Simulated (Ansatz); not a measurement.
**Structural relaxation of NbH2(331) slab (72 atoms)**

Wanted: the relaxed structure of NbH2(331) slab (72 atoms) and its electronic structure.

Program: Ansatz 0.2.0. Level of theory: Kohn-Sham DFT, LDA, PAW (set soft_2), plane waves. Results are calculated unless marked as measured.

**1. Set-up**

The cell holds 72 atoms: 24 Nb and 48 H. Its edges and angles: a = 9.680 Å, b = 7.215 Å, c = 21.851 Å, α = 90.0°, β = 90.0°, γ = 102.9°. It derives from NbH2 (fluorite-type). Fluorite-type NbH2 (a = 4.563 Å), (331) slab of 8 repeat layers, 3 x 1 surface cells, 14 Å of vacuum; atoms within 2.51 Å of the bottom held; not relaxed, displaced by a Gaussian of 0.02 Å. Vacuum lies along c.

**2. Single point at the start**

A single point comes first, to see the forces before anything moves.

input.yaml reads:

```yaml
crystal:
  lattice:
    - [9.67958, 0.0, 0.0]
    - [-1.61326, 7.03206, 0.0]
    - [0.0, 0.0, 21.85118]
  atoms:
    - { symbol: Nb, position: [0.00085, 0.9876, 0.33244] }
    - { symbol: H, position: [0.86088, 0.14494, 0.32145] }
    - { symbol: H, position: [0.80672, 0.83193, 0.34394] }
    - { symbol: Nb, position: [0.8925, 0.36143, 0.38133] }
    [... 62 atom lines left out ...]
    - { symbol: Nb, position: [0.02941, 0.19579, 0.61865] }
    - { symbol: H, position: [0.22698, 0.3582, 0.60832] }
    - { symbol: H, position: [0.17381, 0.03636, 0.63272] }
    - { symbol: Nb, position: [0.26189, 0.56525, 0.66842] }
    - { symbol: H, position: [0.12273, 0.71981, 0.65659] }
    - { symbol: H, position: [0.0689, 0.40643, 0.67946] }
kpoints:
  mp_grid: { grid: [2, 2, 1] }
hamiltonian:
  xc: lda
scf:
  occupations: { method: gaussian, width: 0.025 }
output:
  forces: true
  populations: true
  dos:
    method: { smearing: { sigma: 0.08 } }
    de: 0.1
    projected: { site_lists: { H: [H], Nb: [Nb] } }
  eigenvalues: true
```

On the command line:

```
ansatz run input.yaml --threads 8 --pin off --max-ram 15872MiB --backend cpu --events-out ev --progress --plain --runs-dir out
```

It took 29 s on 8 threads of Arm Neoverse V2, shared host; peak memory 6.1 GiB; 3.7 min of CPU time.

Numbers from this run:

| Property | Result |
| --- | --- |
| free energy | -107376.0412 eV |
| free energy per atom | -1491.3339 eV/atom |
| SCF cycles | 11 |
| r.m.s. force component | 0.5682 eV/Å |
| longest force | 2.77 eV/Å |
| Fermi energy | 3.176 eV |
| levels partly filled by over 2 per cent | 8 |
| spilling of the projection | 0.003828 |

The r.m.s. force component of 0.57 eV/Å sets the starting point.

Neighbours are counted within 2.43 Å (H-Nb), cutoffs set anew for this text.

Length of the force by element and coordination:

```csv
element,coordination,atoms,mean length of the force (eV/Å),spread,least,most
H,all,48,0.324,0.138,0.106,0.653
H,3,18,0.384,0.123,0.106,0.571
H,4,30,0.288,0.135,0.115,0.653
Nb,all,24,1.31,0.969,0.171,2.77
Nb,6,6,2.68,0.054,2.60,2.77
Nb,7,6,1.74,0.189,1.52,2.11
Nb,8,12,0.414,0.162,0.171,0.738
```

**3. Relaxation**

The atoms are relaxed in the fixed cell, aiming at the force tolerance of the input.

input.yaml, the sections that differ from step 2:

```yaml
output:
  forces: true
relax:
  f_tol: 0.05
  max_steps: 113
  constraints:
    - { sites: [0, 1, 2, 3, 4, 5, 6, 7, 24, 25, 26, 27, 28, 29, 30, 31, 48, 49, 50, 51, 52, 53, 54, 55], fix: xyz }
# crystal, kpoints, hamiltonian, scf: as in step 2
```

The job ended after 80 s (8 threads; peak memory 6 GiB).

The steps of the relaxation:

```csv
step,energy less that of the first step (eV),largest force component, free atoms (eV/Å)
1,0.0000,2.5600
2,-1.5971,0.6022
3,-2.1432,0.2066
4,-2.2472,0.1065
5,-2.2486,0.1672
6,-2.2575,0.0326
7,-2.2575,0.0328
```

The atoms that moved most (Å):

```csv
atom,dx,dy,dz,length
Nb70,0.022,-0.157,-0.440,0.467
Nb22,0.024,-0.155,-0.439,0.466
Nb46,0.029,-0.180,-0.413,0.452
H68,-0.013,-0.109,-0.262,0.284
H20,-0.019,-0.104,-0.231,0.254
Nb19,-0.022,0.109,-0.223,0.249
H44,0.013,-0.096,-0.212,0.233
Nb43,0.018,0.077,-0.213,0.228
```

The relaxation changed the energy by -31.4 meV/atom, and atoms moved by 0.15 Å r.m.s., 0.47 Å at most.

**4. Structure statistics after relaxation**

Bonds before and after, by the cutoffs listed below:

```csv
pair,bonds before,bonds after,mean before (Å),mean after (Å),spread before (Å),spread after (Å)
H-Nb,174,174,1.976,1.959,0.025,0.039
```

Normalised to the volume that the atoms fill. Pair distribution functions g(r), in bins of 0.1 Å:

```csv
r (Å),total,H-H,H-Nb,Nb-Nb
1.75,0.00,0.00,0.00,0.00
1.85,1.06,0.00,2.38,0.00
1.95,7.18,0.00,16.20,0.00
2.05,1.05,0.00,2.36,0.00
2.15,0.65,1.46,0.00,0.00
2.25,2.84,6.38,0.00,0.00
2.35,0.99,2.22,0.00,0.00
2.45,0.41,0.93,0.00,0.00
2.55,0.00,0.00,0.00,0.00
2.65,0.00,0.00,0.00,0.00
2.75,0.00,0.00,0.00,0.00
2.85,0.02,0.00,0.00,0.22
2.95,0.19,0.00,0.00,1.70
3.05,0.41,0.88,0.00,0.20
3.15,2.39,3.24,0.00,8.54
3.25,3.83,5.93,0.00,10.80
3.35,0.15,0.33,0.00,0.00
3.45,0.29,0.12,0.54,0.00
3.55,0.08,0.00,0.18,0.00
3.65,1.01,0.00,2.28,0.00
3.75,3.96,0.23,8.68,0.00
3.85,1.40,0.90,2.26,0.00
3.95,1.54,3.02,0.44,0.00
4.05,0.15,0.34,0.00,0.00
4.15,0.00,0.00,0.00,0.00
4.25,0.00,0.00,0.00,0.00
4.35,0.07,0.00,0.00,0.59
4.45,0.43,0.65,0.00,1.29
4.55,0.81,1.14,0.07,2.50
4.65,0.30,0.49,0.19,0.00
4.75,0.17,0.00,0.33,0.24
4.85,0.89,0.17,1.84,0.00
4.95,2.48,0.98,4.60,0.00
5.05,1.93,3.48,0.86,0.00
5.15,1.01,2.27,0.00,0.00
5.25,0.19,0.17,0.00,1.01
5.35,0.20,0.31,0.00,0.58
5.45,0.45,0.71,0.00,1.17
5.55,2.16,3.02,0.09,6.99
5.65,1.00,1.64,0.23,1.51
5.75,0.34,0.08,0.60,0.34
5.85,1.15,0.00,2.59,0.00
5.95,1.18,0.00,2.64,0.05
6.05,0.16,0.00,0.33,0.10
```

Bonds by pair of elements; cutoffs follow the first minimum of g(r), held within bounds set by covalent radii, and pairs that aren't listed don't count as bonded (cutoffs were set anew for this text, so counts can differ from the run's own analysis):

```csv
pair A-B,cutoff (Å),bonds,mean length (Å),spread (Å),shortest (Å),B about A,A about B
H-Nb,2.43,174,1.96,0.039,1.81,3.62,7.25
```

How many atoms have how many bonded neighbours:

```csv
element,mean,3,4,6,7,8
H,3.62,18,30,0,0,0
Nb,7.25,0,0,6,6,12
```

Bond angles, per cent of each kind in bins of 5°:

```csv
angle (°),H-Nb-H,Nb-H-Nb
65–70,17.0,0.0
70–75,22.5,0.0
75–80,3.3,0.0
80–85,0.7,0.0
85–90,0.0,0.0
90–95,0.0,0.4
95–100,0.0,3.4
100–105,2.5,4.3
105–110,21.9,53.4
110–115,14.3,37.2
115–120,2.5,1.3
120–125,1.1,0.0
125–130,0.0,0.0
130–135,0.0,0.0
135–140,0.0,0.0
140–145,0.0,0.0
145–150,0.0,0.0
150–155,0.0,0.0
155–160,0.0,0.0
160–165,1.1,0.0
165–170,0.5,0.0
170–175,2.0,0.0
175–180,10.5,0.0
```

Bond angles (no mean is given where the spread exceeds 20°):

```csv
angle,count,mean (°),spread (°)
H-Nb-H,552,-,-
Nb-H-Nb,234,109,3.5
```

First main peaks of g(r), for some of the pairs, lie near 2.26 Å (H-H), 1.96 Å (H-Nb) and 3.20 Å (Nb-Nb). With the cutoffs above, 62 % of H atoms have 4 and 50 % of Nb atoms have 8 bonded neighbours.

**5. Single point at the relaxed geometry**

The electronic structure is read at the final geometry, in a run of its own.

input.yaml reads:

```yaml
crystal:
  lattice:
    - [9.67958, 0.0, 0.0]
    - [-1.61326, 7.03206, 0.0]
    - [0.0, 0.0, 21.85118]
  atoms:
    - { symbol: Nb, position: [0.00085, 0.9876, 0.33244] }
    - { symbol: H, position: [0.86088, 0.14494, 0.32145] }
    - { symbol: H, position: [0.80672, 0.83193, 0.34394] }
    - { symbol: Nb, position: [0.8925, 0.36143, 0.38133] }
    [... 62 atom lines left out ...]
    - { symbol: Nb, position: [0.03442, 0.2091, 0.6093] }
    - { symbol: H, position: [0.22303, 0.34275, 0.59635] }
    - { symbol: H, position: [0.17489, 0.05208, 0.63058] }
    - { symbol: Nb, position: [0.26042, 0.54287, 0.6483] }
    - { symbol: H, position: [0.12042, 0.7075, 0.64919] }
    - { symbol: H, position: [0.06918, 0.39994, 0.67717] }
kpoints:
  mp_grid: { grid: [2, 2, 1] }
hamiltonian:
  xc: lda
scf:
  occupations: { method: gaussian, width: 0.025 }
output:
  forces: true
  populations: true
  dos:
    method: { smearing: { sigma: 0.08 } }
    de: 0.1
    projected: { site_lists: { H: [H], Nb: [Nb] } }
  eigenvalues: true
  write_density: true
  write_potential: true
  volumetric_format: npy
  elf: true
```

Wall time 31 s (8 threads); peak memory 6.1 GiB.

The program notes that the exchange-correlation potential is rough where the density is thin.

Numbers from this run:

| Property | Result |
| --- | --- |
| free energy | -107378.2987 eV |
| free energy per atom | -1491.3653 eV/atom |
| SCF cycles | 9 |
| r.m.s. force component | 0.3507 eV/Å |
| longest force | 2.431 eV/Å |
| Fermi energy | 3.157 eV |
| levels partly filled by over 2 per cent | 5 |
| potential in mid-vacuum, over the Fermi level | 4.059 eV |
| potential 4.5 Å over the upper face | 4.062 eV |
| potential 4.5 Å under the lower face | 4.056 eV |
| spilling of the projection | 0.00393 |

Neighbours are counted within 2.43 Å (H-Nb), cutoffs set anew for this text.

Length of the force by element and coordination:

```csv
element,coordination,atoms,mean length of the force (eV/Å),spread,least,most
H,all,48,0.151,0.234,0.0014,0.775
H,3,18,0.199,0.212,0.0031,0.574
H,4,30,0.123,0.243,0.0014,0.775
Nb,all,24,0.554,0.802,0.0126,2.43
Nb,6,6,1.17,1.15,0.0126,2.43
Nb,7,6,0.673,0.649,0.0192,1.50
Nb,8,12,0.188,0.292,0.0146,0.752
```

Löwdin charges by element and coordination (they lack the spilled electrons, 0.020 e an atom on average):

```csv
element,coordination,atoms,mean charge (e),spread,least,most
H,all,48,-0.0879,0.0333,-0.147,-0.0453
H,3,18,-0.129,0.0111,-0.147,-0.113
H,4,30,-0.0633,0.0092,-0.0781,-0.0453
Nb,all,24,0.235,0.069,0.151,0.330
Nb,6,6,0.323,0.0039,0.317,0.330
Nb,7,6,0.280,0.012,0.267,0.296
Nb,8,12,0.168,0.01,0.151,0.180
```

Density of states as counts of states in windows of 1 eV (from the Fermi level), total and the larger projections:

```csv
from (eV),to (eV),total,Nb d,H s,Nb s
-18,-11,0.0,0.0,0.0,0.0
-11,-10,0.5,0.0,0.2,0.3
-10,-9,2.9,0.1,1.2,1.5
-9,-8,6.9,1.2,3.1,2.4
-8,-7,16.7,6.8,7.1,2.3
-7,-6,26.3,11.7,12.0,1.8
-6,-5,22.7,9.2,11.9,0.8
-5,-4,17.1,6.0,9.9,0.6
-4,-3,8.1,6.1,1.7,0.2
-3,-2,14.5,13.3,0.7,0.2
-2,-1,20.5,19.5,0.3,0.3
-1,0,33.3,31.7,0.5,0.7
0,1,31.9,29.0,0.9,1.3
1,2,35.2,31.9,1.1,1.2
2,3,34.1,30.0,1.4,1.5
3,4,23.6,14.5,3.9,2.1
```

The curve was stored every 0.10 eV, coarse against its broadening of 0.08 eV, so these counts are rough.

The stored curve holds about 169 of the 360 electrons; the rest, give or take the few that broadening carries across the Fermi level, lie in deeper levels below its range.

The levels nearest the highest filled one (over half full), pooled over k-points and spins:

```csv
level less the highest filled one (eV),occupation
-0.0489,2
-0.0394,2.00
-0.0269,1.98
-0.022,1.97
-0.0157,1.92
0,1.62
0.0319,0.353
0.047,0.075
0.051,0.045
0.055,0.026
0.0614,0.009
0.0758,0.001
```

Planar average of the electrostatic potential energy along the normal, with the Fermi level as zero, after a running mean with a triangular window 4 Å wide at its base:

```csv
height (Å),potential energy (eV)
0.0,4.06
0.6,4.06
1.3,4.06
1.9,4.06
2.5,4.05
3.1,4.05
3.8,4.02
4.4,3.91
5.0,3.51
5.5,2.33
6.3,-0.50
6.8,-3.56
7.4,-6.39
8.0,-8.38
8.7,-9.64
9.3,-10.00
9.9,-10.13
10.5,-10.05
11.2,-9.97
11.8,-10.05
12.4,-10.36
13.0,-10.36
13.7,-8.90
14.3,-6.27
14.9,-2.81
15.4,0.36
16.2,2.90
16.8,3.75
17.3,3.99
17.9,4.05
18.6,4.06
19.2,4.06
19.8,4.06
20.4,4.06
21.1,4.06
21.7,4.06
```

Mean Löwdin charges: H -0.09, Nb +0.23 e (they miss 0.39 % of the electrons, so they add up to more than the cell's charge). Charges this small depend on the projection, at times even in sign. Within 0.4 eV of the Fermi level the largest share is Nb d (94 % of the projected weight). The potential stands 4.06 eV above the Fermi level over the upper face and 4.06 eV under the lower one, a reading of the work function, with no dipole correction.

1 further run on a deliberately doubtful input is not shown.

**6. Results**

```json
{
  "energy change in the relaxation": "-31.36 meV/atom",
  "r.m.s. displacement": "0.149 Å",
  "largest displacement": "0.467 Å",
  "free energy per atom": "-1491.3653 eV/atom",
  "r.m.s. force component": "0.3507 eV/Å",
  "potential in mid-vacuum, over the Fermi level": "4.059 eV",
  "wall time of the 4 DFT runs, those left out included": "2.6 min"
}
```

Relaxation lowers the energy by 31.4 meV/atom and moves atoms by 0.15 Å r.m.s.; the r.m.s. force component goes from 0.57 to 0.35 eV/Å, held atoms included. By the final cutoffs no bond was broken or made. From the first step to the last the energy fell by 2.258 eV, and the largest move was 0.47 Å (Nb70, with 1 other atom within 2 % of it). The H-Nb bonds go from 1.976 Å (spread 0.025) to 1.959 Å (spread 0.039). With the cutoffs above, 62 % of H atoms have 4 and 50 % of Nb atoms have 8 bonded neighbours. 5 levels are partly filled, by over 2 % (on the run's k-points): no clear gap opens at this level. The potential stands 4.06 eV above the Fermi level over the upper face and 4.06 eV under the lower one, a reading of the work function, with no dipole correction.

Caveats: 24 atoms were held in place, and force statistics include the forces on them.

[Logs are printed without paths, hosts, clocks, repeated set-up lines and the standing remarks that a program may print on its own settings, such as how far it seeks lower states.]

[Hosts, paths, dates, database ids (printed as entryN), source tags and the programs' standing remarks are cut or masked in the printed files.]
